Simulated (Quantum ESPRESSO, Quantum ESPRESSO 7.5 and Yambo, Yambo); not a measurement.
## InP (F-43m): Bethe-Salpeter spectra with Yambo

Wanted: excitons and ε₂ of InP (F-43m), with cost.

Calculated with Quantum ESPRESSO 7.5 and Yambo 5.3.0; PBE and many-body steps on it, plane waves.

Most raw output is cut from this account.

**1. The starting structure**

It takes space group F-43m (No. 216, cubic). Conventional cell: a = 5.869 Å, b = 5.869 Å, c = 5.869 Å, α = 90.00°, β = 90.00°, γ = 90.00°. In has 4 P at 2.54 Å nearest. P has 4 In at 2.54 Å nearest. Farther neighbours are not listed.

The cell and positions come from the Crystallography Open Database and are kept as given unless a step says otherwise.

**2. Empty states on the mesh, 4×4×4 mesh, 254 bands**

This step: Quantum ESPRESSO 7.5; DFT, PBE with spin-orbit coupling, plane waves, norm-conserving pseudopotentials.

The sums over transitions need many empty states on a uniform mesh; this step solves for them.

Input file pw.in:

```
&control
  calculation = 'nscf'
  prefix = 'x'
  outdir = 'o'
  pseudo_dir = 'pseudo'
/
&system
  ibrav = 0
  nat = 2
  ntyp = 2
  ecutwfc = 80.0
  nbnd = 254
  force_symmorphic = .true.
  noncolin = .true.
  lspinorb = .true.
/
&electrons
  conv_thr = 1e-9
  electron_maxstep = 80
  diago_full_acc = .true.
  diago_thr_init = 5e-6
/
ATOMIC_SPECIES
  In 114.82 In.upf
  P 30.974 P.upf
CELL_PARAMETERS angstrom
  -0.0000000000 2.9343500000 2.9343500000
  2.9343500000 -0.0000000000 2.9343500000
  2.9343500000 2.9343500000 -0.0000000000
ATOMIC_POSITIONS crystal
  In 0.0000000000 0.0000000000 0.0000000000
  P 0.2500000000 0.2500000000 0.2500000000
K_POINTS automatic
  4 4 4 0 0 0
```

Launch:

```console
> OMP_NUM_THREADS=1 mpirun -n 4 pw.x -nk 4 -in pw.in > pw.out
```

Elapsed: 44 s, on 4 MPI ranks of Intel Xeon Platinum 8259CL at 2.50GHz (Skylake/Cascade Lake), shared host; peak memory 0.96 GiB; 2.9 min of CPU time.

This step gave:

| Quantity | Value |
| --- | --- |
| gap | 0.6593 eV |
| k of the valence top | 0, 0, 0 |
| k of the conduction bottom | 0, 0, 0 |
| least direct gap | 0.6593 eV |
| k points computed | 8 |
| lowest point of the top converged band, above the valence top | 89.0015 eV |

On this mesh the gap is 0.659 eV.

The density comes from a self-consistent run that is not shown, made with spin-orbit coupling and fully relativistic files.

**3. Conversion and set-up**

This step: Yambo 5.3.0; conversion and set-up on PBE with spin-orbit coupling, plane waves, norm-conserving pseudopotentials.

The states are converted to the many-body program's format and the q mesh is built.

Launch:

```console
> (cd o/x.save; p2y > p2y.log; mv SAVE ../..); yambo > setup.log
```

It took 4.9 s on 1 MPI rank; peak memory 0.25 GiB.

**4. Screening and self-energy, 4×4×4 mesh, 254 bands, screening to 197.3 eV**

G0W0 replaces the xc potential by the self-energy, built once from these orbitals. Only a window of levels is corrected, while the sums run over the empty bands that the input names.

This step: G0W0 on PBE with spin-orbit coupling, plane waves, norm-conserving pseudopotentials.

Input file gw1.in:

```
HF_and_locXC
gw0
dyson
ppa
em1d
rim_cut
RandQpts= 1000000
RandGvec= 1 RL
EXXRLvcs= 80 Ry
VXCRLvcs= 320 Ry
Chimod= "HARTREE"
% BndsRnXp
 1 | 254 |
%
NGsBlkXp= 14.5 Ry
% LongDrXp
 1 | 1 | 1 |
%
% GbndRnge
 1 | 254 |
%
DysSolver= "n"
ExtendOut
PPAPntXp= 27.21138 eV
% QPkrange
 1 | 1 | 23 | 30 |
%
```

Launch:

```console
> OMP_NUM_THREADS=2 mpirun -n 2 yambo -F gw1.in -J gw1 -C gw1 > gw1.log
```

The job ended after 20 min (2 MPI ranks; peak memory 1.5 GiB; 68 min of CPU time).

This step gave:

| Item | Value |
| --- | --- |
| G0W0 gap on the points computed | 1.345 eV |
| starting gap on the mesh | 0.6593 eV |
| k of the valence top | 0, 0, 0 |
| k of the conduction bottom | 0, 0, 0 |
| least direct G0W0 gap on the computed points | 1.345 eV |

The gap on the mesh goes from 0.66 eV to 1.34 eV, a correction of +0.69 eV.

The gap opens by 0.685 eV; the next steps shift the empty bands rigidly by 0.685 eV.

**5. Excitons**

Optical absorption needs the electron-hole interaction, solved here in a basis of vertical transitions on the mesh.

This step: Bethe-Salpeter equation on PBE with a scissors shift with spin-orbit coupling, plane waves, norm-conserving pseudopotentials.

Input file bse3.in:

```
optics
bss
bse
em1s
dipoles
rim_cut
RandQpts= 1000000
RandGvec= 1 RL
Chimod= "HARTREE"
BSKmod= "SEX"
BSEmod= "resonant"
BSSmod= "d"
BSENGexx= 30 Ry
BSENGBlk= 6 Ry
% BSEQptR
 1 | 1 |
%
% BSEBands
 21 | 34 |
%
% BEnRange
 0 | 6 | eV
%
% BDmRange
 0.1 | 0.1 | eV
%
BEnSteps= 121
% BLongDir
 1 | 0 | 0 |
%
% BndsRnXs
 1 | 132 |
%
NGsBlkXs= 6 Ry
% LongDrXs
 1 | 1 | 1 |
%
% KfnQP_E
 0.685 | 1.0 | 1.0 |
%
WRbsWF
```

Launch:

```console
> OMP_NUM_THREADS=2 mpirun -n 2 yambo -F bse3.in -J bse3 -C bse3 > bse3.log
```

The job ended after 8 min (2 MPI ranks; peak memory 1.1 GiB).

This step gave:

| Property | Result |
| --- | --- |
| transitions in the window | 3072 |
| direct gap of the transition levels | 1.344 eV |
| lowest state | 1.274 eV |
| first strong exciton (over a fiftieth of the strongest listed) | 1.291 eV |
| binding of the lowest state below the direct gap | 0.07016 eV |
| Coulomb term of one mesh cell | 0.06404 eV |

The binding is 1.1 times the screened Coulomb term of one mesh cell (0.06 eV), so it is not shown settled.

The lowest state lies at 1.274 eV, 0.070 eV under the direct gap.

Lines within 3 meV are set at the lowest of them, and the highest group, which the list may cut short, is left out. Exciton lines, with heights relative to the strongest:

| position (eV) | lines merged | strength, relative |
| --- | --- | --- |
| 1.274 | 5 | 0.0 |
| 1.290 | 3 | 100 |
| 1.373 | 1 | 0.0 |
| 1.384 | 3 | 69 |
| 2.786 | 5 | 0.0 |
| 2.818 | 3 | 36 |

The ε₂ has structure finer than the step of the table below, so its rows give means over 0.2 eV, whole bins alone (the curve runs from 0 to 6 eV). Peaks (eV: height): BSE 1.30: 103, 2.90: 83.4, 4.55: 55.6; no electron-hole interaction 1.35: 94.6, 3.05: 65.7, 4.95: 55.9.

Field along x; broadening 0.1 eV; transition window only. Limits: finite bands, cutoff and mesh; mesh may overstate the screening; coarse k mesh; exciton not shown settled in the k mesh. Table of ε₂ by photon energy; means over each step:

| photon energy (eV) | BSE | no electron-hole interaction |
| --- | --- | --- |
| 0.2 | 1.18 | 0.964 |
| 0.4 | 1.68 | 1.35 |
| 0.6 | 2.63 | 2.06 |
| 0.8 | 4.85 | 3.63 |
| 1.0 | 12.4 | 8.44 |
| 1.2 | 57.3 | 35.8 |
| 1.4 | 77.5 | 76.8 |
| 1.6 | 18.8 | 22.6 |
| 1.8 | 6.76 | 6.81 |
| 2.0 | 4.24 | 3.75 |
| 2.2 | 3.97 | 3.01 |
| 2.4 | 5.60 | 3.37 |
| 2.6 | 13.8 | 5.52 |
| 2.8 | 56.7 | 16.6 |
| 3.0 | 52.9 | 55.5 |
| 3.2 | 15.1 | 38.0 |
| 3.4 | 5.60 | 10.1 |
| 3.6 | 3.40 | 4.33 |
| 3.8 | 3.01 | 3.08 |
| 4.0 | 3.81 | 3.13 |
| 4.2 | 7.95 | 4.75 |
| 4.4 | 29.2 | 12.8 |
| 4.6 | 46.7 | 32.7 |
| 4.8 | 23.4 | 39.1 |
| 5.0 | 14.7 | 45.2 |
| 5.2 | 5.79 | 19.9 |
| 5.4 | 3.16 | 8.99 |
| 5.6 | 3.14 | 5.09 |
| 5.8 | 5.44 | 9.53 |

**6. Beyond Tamm-Dancoff**

Input file bse4.in:

```
optics
bss
bse
em1s
dipoles
rim_cut
RandQpts= 1000000
RandGvec= 1 RL
Chimod= "HARTREE"
BSKmod= "SEX"
BSEmod= "coupling"
BSSmod= "d"
BSENGexx= 30 Ry
BSENGBlk= 6 Ry
% BSEQptR
 1 | 1 |
%
% BSEBands
 23 | 30 |
%
% BEnRange
 0 | 5 | eV
%
% BDmRange
 0.1 | 0.1 | eV
%
BEnSteps= 101
% BLongDir
 1 | 0 | 0 |
%
% BndsRnXs
 1 | 132 |
%
NGsBlkXs= 6 Ry
% LongDrXs
 1 | 1 | 1 |
%
% KfnQP_E
 0.685 | 1.0 | 1.0 |
%
WRbsWF
```

Launch:

```console
> OMP_NUM_THREADS=2 mpirun -n 2 yambo -F bse4.in -J bse4,bse3_W -C bse4 > bse4.log
```

It took 43 s on 2 MPI ranks; peak memory 1.1 GiB; 2.3 min of CPU time.

Numbers from this step:

- transitions in the window: 1024
- direct gap of the transition levels: 1.344 eV
- lowest state: 1.276 eV
- first strong exciton (over a fiftieth of the strongest listed): 1.294 eV
- binding of the lowest state below the direct gap: 0.06797 eV
- Coulomb term of one mesh cell: 0.06404 eV

The binding is 1.1 times the screened Coulomb term of one mesh cell (0.06 eV), so it is not shown settled.

The lowest state lies at 1.276 eV, 0.068 eV under the direct gap.

The ε₂ has structure finer than the step of the table below, so its rows give means over 0.2 eV, whole bins alone (the curve runs from 0 to 5 eV). Peaks (eV: height): BSE 1.30: 87.1, 2.90: 82.1, 4.55: 51.6; no electron-hole interaction 1.35: 78.7, 3.05: 65.5, 4.95: 52.5.

Field along x; broadening 0.1 eV; transition window only. Limits: finite bands, cutoff and mesh; mesh may overstate the screening; coarse k mesh; exciton not shown settled in the k mesh. ε₂ against photon energy; means over each step:

| photon energy (eV) | BSE | no electron-hole interaction |
| --- | --- | --- |
| 0.2 | 0.378 | 0.305 |
| 0.4 | 0.870 | 0.694 |
| 0.6 | 1.70 | 1.32 |
| 0.8 | 3.56 | 2.65 |
| 1.0 | 10.1 | 6.71 |
| 1.2 | 50.2 | 30.7 |
| 1.4 | 46.4 | 55.3 |
| 1.6 | 9.78 | 12.2 |
| 1.8 | 4.19 | 4.35 |
| 2.0 | 2.97 | 2.66 |
| 2.2 | 3.13 | 2.36 |
| 2.4 | 4.85 | 2.92 |
| 2.6 | 12.5 | 5.18 |
| 2.8 | 54.0 | 16.3 |
| 3.0 | 51.5 | 55.3 |
| 3.2 | 14.4 | 37.8 |
| 3.4 | 5.23 | 9.93 |
| 3.6 | 3.11 | 4.15 |
| 3.8 | 2.73 | 2.90 |
| 4.0 | 3.49 | 2.95 |
| 4.2 | 7.53 | 4.54 |
| 4.4 | 27.6 | 12.5 |
| 4.6 | 43.5 | 32.2 |
| 4.8 | 21.1 | 37.2 |

**7. Finite momentum (q 2)**

Input file bse5.in:

```
optics
bss
bse
em1s
dipoles
rim_cut
RandQpts= 1000000
RandGvec= 1 RL
Chimod= "HARTREE"
BSKmod= "SEX"
BSEmod= "resonant"
BSSmod= "d"
BSENGexx= 30 Ry
BSENGBlk= 6 Ry
% BSEQptR
 2 | 2 |
%
% BSEBands
 21 | 30 |
%
% BEnRange
 0 | 4 | eV
%
% BDmRange
 0.1 | 0.1 | eV
%
BEnSteps= 81
% BLongDir
 1 | 0 | 0 |
%
% BndsRnXs
 1 | 132 |
%
NGsBlkXs= 6 Ry
% LongDrXs
 1 | 1 | 1 |
%
% KfnQP_E
 0.685 | 1.0 | 1.0 |
%
WRbsWF
```

Launch:

```console
> OMP_NUM_THREADS=2 mpirun -n 2 yambo -F bse5.in -J bse5,bse3_W -C bse5 > bse5.log
```

Elapsed: 71 s, on 2 MPI ranks; peak memory 0.89 GiB; 3.9 min of CPU time.

Numbers from this step:

```yaml
transitions_in_the_window: 1536
lowest_state: 1.809 eV
first_strong_exciton_over_a_fiftieth_of_the_strongest_listed: 1.908 eV
```

The lowest state lies at 1.809 eV.

**8. Finite momentum (q 3)**

bse6.in, as its differences from bse5.in of step 7:

```diff
@@ -15,3 +15,3 @@
 % BSEQptR
- 2 | 2 |
+ 3 | 3 |
 %
```

Launch:

```console
> OMP_NUM_THREADS=2 mpirun -n 2 yambo -F bse6.in -J bse6,bse3_W -C bse6 > bse6.log
```

Elapsed: 68 s, on 2 MPI ranks; peak memory 0.82 GiB.

This step gave:

| Item | Value |
| --- | --- |
| transitions in the window | 1536 |
| lowest state | 2.065 eV |
| first strong exciton (over a fiftieth of the strongest listed) | 2.097 eV |

The lowest state lies at 2.065 eV.

**9. RPA with local fields (no direct term)**

Input file bse7.in:

```
optics
bss
bse
em1s
dipoles
rim_cut
RandQpts= 1000000
RandGvec= 1 RL
Chimod= "HARTREE"
BSKmod= "HARTREE"
BSEmod= "resonant"
BSSmod= "h"
BSENGexx= 30 Ry
BSENGBlk= 6 Ry
% BSEQptR
 1 | 1 |
%
% BSEBands
 21 | 34 |
%
% BEnRange
 0 | 6 | eV
%
% BDmRange
 0.1 | 0.1 | eV
%
BEnSteps= 121
% BLongDir
 1 | 0 | 0 |
%
% BndsRnXs
 1 | 132 |
%
NGsBlkXs= 6 Ry
% LongDrXs
 1 | 1 | 1 |
%
% KfnQP_E
 0.685 | 1.0 | 1.0 |
%
BSHayTrs= -0.02
```

Launch:

```console
> OMP_NUM_THREADS=2 mpirun -n 2 yambo -F bse7.in -J bse7,bse3_W -C bse7 > bse7.log
```

Run time: 12 s. Hardware: 2 MPI ranks; peak memory 0.71 GiB; 40 s of CPU time.

This step gave:

```
transitions in the window           : 3072
direct gap of the transition levels : 1.344 eV
```

The ε₂ has structure finer than the step of the table below, so its rows give means over 0.2 eV, whole bins alone (the curve runs from 0 to 6 eV). Peaks (eV: height): BSE 1.40: 88.9, 3.10: 66.4, 5.05: 52.0; no electron-hole interaction 1.35: 94.6, 3.05: 65.7, 4.95: 55.9.

Field along x; broadening 0.1 eV; transition window only. Limits: finite bands, cutoff and mesh; mesh may overstate the screening; coarse k mesh. ε₂ against photon energy; means over each step:

| photon energy (eV) | BSE | no electron-hole interaction |
| --- | --- | --- |
| 0.2 | 0.922 | 0.964 |
| 0.4 | 1.28 | 1.35 |
| 0.6 | 1.94 | 2.06 |
| 0.8 | 3.37 | 3.63 |
| 1.0 | 7.57 | 8.44 |
| 1.2 | 30.2 | 35.8 |
| 1.4 | 77.9 | 76.8 |
| 1.6 | 26.3 | 22.6 |
| 1.8 | 7.33 | 6.81 |
| 2.0 | 3.82 | 3.75 |
| 2.2 | 2.92 | 3.01 |
| 2.4 | 3.08 | 3.37 |
| 2.6 | 4.65 | 5.52 |
| 2.8 | 12.0 | 16.6 |
| 3.0 | 44.8 | 55.5 |
| 3.2 | 50.9 | 38.0 |
| 3.4 | 13.9 | 10.1 |
| 3.6 | 4.92 | 4.33 |
| 3.8 | 3.02 | 3.08 |
| 4.0 | 2.62 | 3.13 |
| 4.2 | 3.23 | 4.75 |
| 4.4 | 6.75 | 12.8 |
| 4.6 | 18.0 | 32.7 |
| 4.8 | 26.5 | 39.1 |
| 5.0 | 43.0 | 45.2 |
| 5.2 | 29.7 | 19.9 |
| 5.4 | 13.7 | 8.99 |
| 5.6 | 5.15 | 5.09 |
| 5.8 | 6.49 | 9.53 |

**10. Negative scissors**

Input file bse8.in:

```
optics
bss
bse
em1s
dipoles
rim_cut
RandQpts= 1000000
RandGvec= 1 RL
Chimod= "HARTREE"
BSKmod= "SEX"
BSEmod= "resonant"
BSSmod= "d"
BSENGexx= 30 Ry
BSENGBlk= 6 Ry
% BSEQptR
 1 | 1 |
%
% BSEBands
 23 | 30 |
%
% BEnRange
 0 | 4 | eV
%
% BDmRange
 0.1 | 0.1 | eV
%
BEnSteps= 81
% BLongDir
 1 | 0 | 0 |
%
% BndsRnXs
 1 | 132 |
%
NGsBlkXs= 6 Ry
% LongDrXs
 1 | 1 | 1 |
%
% KfnQP_E
 -3.0 | 1.0 | 1.0 |
%
WRbsWF
```

Launch:

```console
> OMP_NUM_THREADS=2 mpirun -n 2 yambo -F bse8.in -J bse8,bse3_W -C bse8 > bse8.log
```

It took 12 s on 2 MPI ranks; peak memory 0.63 GiB.

The run stopped with an error after 12 s.

The program's words: [ERROR] STOP signal received while in[08.01.05.02] Main kernel loop [ERROR] EMPTY WF index @ b21 k1 spin1 ID0

The fault put into this input: negative scissors.

**11. Empty states on the mesh, 6×6×6 mesh, 84 bands**

This step: Quantum ESPRESSO 7.5; DFT, PBE with spin-orbit coupling, plane waves, norm-conserving pseudopotentials.

Edit pw.in of step 2 so:

```diff
@@ -11,3 +11,3 @@
   ecutwfc = 80.0
-  nbnd = 254
+  nbnd = 84
   force_symmorphic = .true.
@@ -33,2 +33,2 @@
 K_POINTS automatic
-  4 4 4 0 0 0
+  6 6 6 0 0 0
```

Launch:

```console
> OMP_NUM_THREADS=1 mpirun -n 4 pw.x -nk 4 -in pw.in > pw.out
```

The job ended after 27 s (4 MPI ranks; peak memory 0.5 GiB).

Numbers from this step:

| Quantity | Value |
| --- | --- |
| gap | 0.6593 eV |
| k of the valence top | 0, 0, 0 |
| k of the conduction bottom | 0, 0, 0 |
| least direct gap | 0.6593 eV |
| k points computed | 16 |
| lowest point of the top converged band, above the valence top | 32.09 eV |

On this mesh the gap is 0.659 eV.

**12. Conversion and set-up**

This step: Yambo 5.3.0; conversion and set-up on PBE with spin-orbit coupling, plane waves, norm-conserving pseudopotentials.

Launch:

```console
> (cd o/x.save; p2y > p2y.log; mv SAVE ../..); yambo > setup.log
```

Elapsed: 4.9 s, on 1 MPI rank; peak memory 0.25 GiB.

**13. k mesh (6×6×6)**

This step: Bethe-Salpeter equation on PBE with a scissors shift with spin-orbit coupling, plane waves, norm-conserving pseudopotentials.

Input file bse10.in:

```
optics
bss
bse
em1s
dipoles
rim_cut
RandQpts= 1000000
RandGvec= 1 RL
Chimod= "HARTREE"
BSKmod= "SEX"
BSEmod= "resonant"
BSSmod= "d"
BSENGexx= 30 Ry
BSENGBlk= 4 Ry
% BSEQptR
 1 | 1 |
%
% BSEBands
 21 | 30 |
%
% BEnRange
 0 | 4 | eV
%
% BDmRange
 0.1 | 0.1 | eV
%
BEnSteps= 81
% BLongDir
 1 | 0 | 0 |
%
% BndsRnXs
 1 | 84 |
%
NGsBlkXs= 4 Ry
% LongDrXs
 1 | 1 | 1 |
%
% KfnQP_E
 0.685 | 1.0 | 1.0 |
%
WRbsWF
```

Launch:

```console
> OMP_NUM_THREADS=2 mpirun -n 2 yambo -F bse10.in -J bse10 -C bse10 > bse10.log
```

The job ended after 31 min (2 MPI ranks; peak memory 1.6 GiB; 90 min of CPU time).

This step gave:

| Quantity | Value |
| --- | --- |
| transitions in the window | 5184 |
| direct gap of the transition levels | 1.344 eV |
| lowest state | 1.260 eV |
| first strong exciton (over a fiftieth of the strongest listed) | 1.266 eV |
| binding of the lowest state below the direct gap | 0.08412 eV |
| Coulomb term of one mesh cell | 0.09283 eV |

The binding is 0.91 times the screened Coulomb term of one mesh cell (0.09 eV), so it is not shown settled.

The lowest state lies at 1.260 eV, 0.084 eV under the direct gap.

Field along x; broadening 0.1 eV; transition window only. Limits: finite bands, cutoff and mesh; exciton not shown settled in the k mesh. Table of ε₂ by photon energy; read off at these points:

| photon energy (eV) | BSE | no electron-hole interaction |
| --- | --- | --- |
| 0.00 | 0.340 | 0.275 |
| 0.10 | 0.385 | 0.308 |
| 0.20 | 0.441 | 0.350 |
| 0.30 | 0.514 | 0.403 |
| 0.45 | 0.669 | 0.512 |
| 0.55 | 0.824 | 0.618 |
| 0.65 | 1.05 | 0.767 |
| 0.75 | 1.40 | 0.988 |
| 0.85 | 2.00 | 1.34 |
| 0.95 | 3.14 | 1.95 |
| 1.10 | 8.33 | 4.25 |
| 1.20 | 20.7 | 9.07 |
| 1.30 | 30.6 | 22.6 |
| 1.40 | 19.1 | 25.4 |
| 1.50 | 8.16 | 13.7 |
| 1.60 | 4.26 | 5.97 |
| 1.75 | 2.40 | 2.62 |
| 1.85 | 1.98 | 1.90 |
| 1.95 | 1.85 | 1.57 |
| 2.05 | 1.93 | 1.45 |
| 2.15 | 2.22 | 1.48 |
| 2.25 | 2.86 | 1.65 |
| 2.40 | 5.46 | 2.37 |
| 2.50 | 10.9 | 3.59 |
| 2.60 | 24.5 | 6.72 |
| 2.65 | 28.9 | 10.1 |
| 2.70 | 27.8 | 14.9 |
| 2.80 | 18.5 | 19.0 |
| 2.90 | 21.7 | 14.0 |
| 3.00 | 24.7 | 17.0 |
| 3.05 | 22.6 | 21.3 |
| 3.15 | 11.4 | 21.5 |
| 3.25 | 6.06 | 12.5 |
| 3.35 | 4.36 | 6.13 |
| 3.45 | 4.21 | 4.09 |
| 3.55 | 5.69 | 3.75 |
| 3.70 | 13.7 | 6.58 |
| 3.80 | 9.36 | 11.0 |
| 3.90 | 6.98 | 7.09 |
| 4.00 | 9.01 | 5.32 |

The window of bands is narrower than in the first exciton run, so this row is not like for like with it.

**14. The runs together**

Times are wall times on 2 MPI ranks of Intel Xeon Platinum 8259CL at 2.50GHz (Skylake/Cascade Lake), shared host, good to a factor of about two.

| run | mesh | transitions | broadening (eV) | direct gap (eV) | lowest state (eV) | binding (eV) | mesh cell's term (eV) | tallest peak (eV) | height | time |
| --- | --- | --- | --- | --- | --- | --- | --- | --- | --- | --- |
| excitons | 4×4×4 | 3072 | 0.1 | 1.344 | 1.274 | 0.070 | 0.064 | 1.30 | 103 | 8 min |
| beyond Tamm-Dancoff | 4×4×4 | 1024 | 0.1 | 1.344 | 1.276 | 0.068 | 0.064 | 1.30 | 87.1 | 43 s |
| finite momentum (q 2) | 4×4×4 | 1536 | 0.1 | - | 1.809 | - | - | 3.85 | 3.11 | 71 s |
| finite momentum (q 3) | 4×4×4 | 1536 | 0.1 | - | 2.065 | - | - | 3.85 | 0.334 | 68 s |
| RPA with local fields (no direct term) | 4×4×4 | 3072 | 0.1 | 1.344 | - | - | - | 1.40 | 88.9 | 12 s |
| k mesh (6×6×6) | 6×6×6 | 5184 | 0.1 | 1.344 | 1.260 | 0.084 | 0.093 | 1.30 | 30.6 | 31 min |

**15. What came out**

* excitons: lowest state 1.274 eV (not settled in the k mesh)
* beyond Tamm-Dancoff: lowest state 1.276 eV (not settled in the k mesh)
* finite momentum (q 2): lowest state 1.809 eV (not settled in the k mesh)
* finite momentum (q 3): lowest state 2.065 eV (not settled in the k mesh)
* RPA with local fields (no direct term): tallest peak 1.4 eV
* k mesh (6×6×6): lowest state 1.260 eV (not settled in the k mesh)

What this shows: On the 4×4×4 mesh the lowest exciton lies at 1.274 eV, 0.070 eV below the direct gap; one cell of the mesh carries a screened Coulomb term of 0.06 eV, so this binding is not shown settled. That state is dark or weak; the first strong one lies at 1.291 eV. Bindings below are those of the lowest state. Beyond Tamm-Dancoff, against «excitons (4×4×4)»: the lowest state stays within 0.01 eV (keys changed: BSEBands, BSEmod, BEnSteps, BEnRange and the band window). Finite momentum (q 2), against «excitons (4×4×4)»: the lowest state moves by +0.535 eV (keys changed: BSEBands, BSEQptR, BEnSteps, BEnRange and the band window). Finite momentum (q 3), against «excitons (4×4×4)»: the lowest state moves by +0.791 eV (keys changed: BSEBands, BSEQptR, BEnSteps, BEnRange and the band window). RPA with local fields (no direct term), against «excitons (4×4×4)»: the tallest peak goes from 1.30 eV to 1.40 eV (keys changed: BSKmod, BSSmod and BSHayTrs). k mesh (6×6×6), against «excitons (4×4×4)»: the lowest state moves by −0.014 eV (keys changed: BndsRnXs, NGsBlkXs, BSEBands, BSENGBlk, BEnSteps, BEnRange, the mesh and the band window). A rigid shift treats all transitions alike. In the G0W0 table the openings from the upper filled bands to the empty bands at the same k run from +0.69 to +0.80 eV (median +0.74), where the shift is +0.69 eV, so peaks stand off by such differences. Lines within a few meV of each other can be one level split by numerical noise, or distinct levels. Screening is static and electronic alone, and only transitions inside the band window count. The 4×4×4 mesh is coarse for this cell, which bears on the long-range parts of exchange and screening. The RPA ε∞ on this mesh reaches over 25; with a narrow direct gap a coarse mesh can overstate it, and the correction is then too small.

[Paths, hosts, dates, memory and timing lines, banners, echoed tables and standing remarks are left out of the program output.]

[Logs are printed without paths, hosts, clocks, repeated set-up lines and the standing remarks that a program may print on its own settings, such as how far it seeks lower states.]

[Runs of the session that timed out or met a known fault of the program may be left out.]

[Hosts, paths, dates, database ids (printed as entryN), source tags and the programs' standing remarks are cut or masked in the printed files.]
